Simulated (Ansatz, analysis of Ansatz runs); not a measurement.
# Migration in Mg2TiO4 (Imma): H transfer from O to O, charge +1, part 2 of 4

Aim: the barrier of one jump in Mg2TiO4 (Imma) at charge +1: H transfer from O to O. The model is a cell of 56 host atoms with 1 H put in; H is the atom that moves.

Ansatz 0.2.0; plane-wave PAW DFT, PBEsol; nudged elastic band between two relaxed defect structures at fixed charge in a uniform background.

So far: Set-up; Relaxation of the start point, charge +1.

### Step 3. Relaxation of the end point, charge +1

Level of this step: plane-wave PAW DFT, PBEsol; relaxation of all atoms of a defect supercell at fixed charge in a uniform background (Ansatz).

The end point is relaxed in the same cell and settings, so that the two energies compare. Atoms more than 3.2 Å from the middle of the hop start where the first relaxation left them, the nearer ones on or close to their ideal places, with small random displacements.

File qp1.end/input.yaml:

```yaml
crystal:
  lattice:
    - [5.93160526, 5.95895149, 0.0]
    - [-5.93160526, 5.95895149, 0.0]
    - [0.0, 0.0, 8.47824647]
  atoms:
    - { symbol: Mg, position: [0.375, 0.375, 0.13611587] }
    - { symbol: Mg, position: [0.37647078, 0.87313206, 0.63489611] }
[... 5 atom lines left out ...]
    - { symbol: Mg, position: [0.75, 0.5, 0.25] }
[... 3 atom lines left out ...]
    - { symbol: Mg, position: [0.5, 0.75, 0.25] }
[... 7 atom lines left out ...]
    - { symbol: Ti, position: [0.75, 0.75, 0.5] }
[... 3 atom lines left out ...]
    - { symbol: Ti, position: [0.5, 0.5, 0.5] }
[... 3 atom lines left out ...]
    - { symbol: O, position: [0.51287539, 0.73712461, 0.49805415] }
[... 3 atom lines left out ...]
    - { symbol: O, position: [0.73712461, 0.51287539, 0.49805415] }
[... 3 atom lines left out ...]
    - { symbol: O, position: [0.50722809, 0.50722809, 0.27354562] }
[... 3 atom lines left out ...]
    - { symbol: O, position: [0.74277191, 0.74277191, 0.27354562] }
[... 2 atom lines left out ...]
    - { symbol: O, position: [0.75722809, 0.25722809, 0.22645438] }
[... 5 atom lines left out ...]
    - { symbol: O, position: [0.49277191, 0.49277191, 0.72645438] }
[... 3 atom lines left out ...]
    - { symbol: O, position: [0.48712461, 0.26287539, 0.50194585] }
[... 3 atom lines left out ...]
    - { symbol: H, position: [0.653453, 0.510953, 0.416223] }
total_charge: 1
basis:
  ecutwfc: 420
  xc_grid: 2
hamiltonian:
  xc: pbesol
kpoints:
  mp_grid: { grid: [1, 1, 1], shift: [0.25, 0.25, 0.25] }
scf:
  occupations: { method: fixed }
  max_iter: 100
output:
  forces: true
relax:
  f_tol: 0.02
  max_steps: 70
  random_displacement: { amplitude: 0.01, seed: 3116 }
```

Started as:

```sh
ansatz run input.yaml --threads 4 --pin off --max-ram 14131MiB --backend cpu --events-out ev --progress --plain --runs-dir out
```

Standard output:

```text
[...]
Crystal: 57 atoms, lattice volume = 599.347 Å³
Basis set: ecut = 420 eV, 11701 PW (Γ), exchange–correlation on 120×120×120 points (8 copies of the dense FFT grid, shifted against one another)
Bands: 281, of which v1, the nominal top of the filled ones, is band 224 counted from 1 (223 counted from 0)
Symmetry: 1 space group operations
k-points: 1
[...]
SCF iter   1: F=—  HF=-68434.469697 eV  |F-HF|=—  |Δ(HF+E_count)|=         —  Δρ=1.37e-2  dr2=1.21e0  ethr=1.77e-3  ⟨swp⟩=5.0  Hψ=828  notcnv=0  defer=53
[...]
SCF iter   9: F=-68434.148324 eV  HF=-68434.148324 eV  |F-HF|=2.62e-7  |Δ(HF+E_count)|=   1.72e-6  Δρ=1.83e-5  dr2=2.04e-6  ethr=2.23e-9  ⟨swp⟩=4.0  Hψ=793  notcnv=0
SCF 1 converged in 9 iterations: F = -68434.148324 eV  dr2 = 2.04e-6
[...]
--- Relaxed structure (16 steps of the walk, 16 accepted, 0 SCFs on fresh bases) ---
  F+E_penalty+E_count = -68437.72614253 eV   max|allowed force component| = 1.344e-2 eV/Å
  atoms:
    - { symbol: Mg, position: [0.373461, 0.376291, 0.136874] }
    - { symbol: Mg, position: [0.376717, 0.874668, 0.637998] }
[...]
- { symbol: Mg, position: [0.744974, 0.515952, 0.229532] }
[...]
- { symbol: Mg, position: [0.495137, 0.753015, 0.249550] }
[...]
- { symbol: Ti, position: [0.751085, 0.773139, 0.496251] }
[...]
- { symbol: Ti, position: [0.486755, 0.505660, 0.498081] }
[...]
- { symbol: O, position: [0.515031, 0.735020, 0.498060] }
[...]
- { symbol: O, position: [0.740330, 0.477827, 0.492119] }
    [... 3 atoms left out ...]
    - { symbol: O, position: [0.506502, 0.510753, 0.273121] }
    [... 3 atoms left out ...]
    - { symbol: O, position: [0.739670, 0.747159, 0.273403] }
    [... 12 atoms left out ...]
    - { symbol: O, position: [0.482038, 0.263235, 0.500495] }
    [... 3 atoms left out ...]
    - { symbol: H, position: [0.750769, 0.382592, 0.421085] }
[key lines of the parts left out:]
SCF converged after 6 iterations
Free energy (F): -68437.726143 eV
Fermi energy:    6.992634 eV
```

Elapsed: 1.8 min, on 4 threads of Arm Neoverse V1, shared host; peak memory 1.1 GiB; 6.7 min of CPU time.

Step by step:

```
step  energy less that of the first step (eV)  largest force component (eV/Å)
   1                                   0.0000                          6.5789
   2                                  -1.9279                          2.9350
   3                                  -2.5283                          1.8640
   4                                  -2.8311                          0.7857
   5                                  -3.0286                          0.9188
   6                                  -3.1983                          0.6367
   7                                  -3.3016                          1.0446
   8                                  -3.4352                          0.4251
   9                                  -3.5151                          0.3651
  10                                  -3.5219                          0.9471
  11                                  -3.5612                          0.2506
  12                                  -3.5667                          0.2494
  13                                  -3.5736                          0.1271
  14                                  -3.5765                          0.0825
  15                                  -3.5776                          0.0221
  16                                  -3.5778                          0.0134
```

The atoms that moved most (Å, from the sites as typed, ahead of the random displacement):

```
atom      dx      dy      dz  length
 H57   1.338  -0.184   0.041   1.351
 O32   0.226  -0.189  -0.050   0.299
 Mg8  -0.125   0.066  -0.174   0.224
Ti20  -0.132   0.145  -0.032   0.199
 Mg3   0.086   0.022   0.136   0.163
 O51  -0.125  -0.048  -0.009   0.134
 O43  -0.092   0.051   0.080   0.132
Ti24  -0.113  -0.044  -0.016   0.122
```

Neighbours of H57 at the end:

```
atom  distance (Å)
 O32         1.005
 O43         1.838
 Mg8         1.974
 Mg3         2.247
Mg15         2.480
Ti24         2.530
 O53         2.566
 O25         2.599
 O36         2.633
```

Numbers from this step:

| Property | Result |
| --- | --- |
| free energy | -68437.7261 eV |
| r.m.s. move of the farther half of the atoms | 0.03165 Å |
| largest move from the ideal geometry of this structure, a common shift of the far atoms taken out | 1.366 Å |

The relaxation gained 3.578 eV and ended with a largest force component of 0.013 eV/Å. The end lies 0.368 eV above the start.

(Continued in part 3 of 4.)

[Long decimals in the printed logs are rounded to 6 places.]

[Repeated set-up lines and some long k-point lines are left out of the logs, and relaxed atomic positions are cut to six decimals.]

[Logs are printed without paths, hosts, clocks, repeated set-up lines and the standing remarks that a program may print on its own settings, such as how far it seeks lower states.]

[Hosts, paths, dates, database ids (printed as entryN), source tags and the programs' standing remarks are cut or masked in the printed files.]
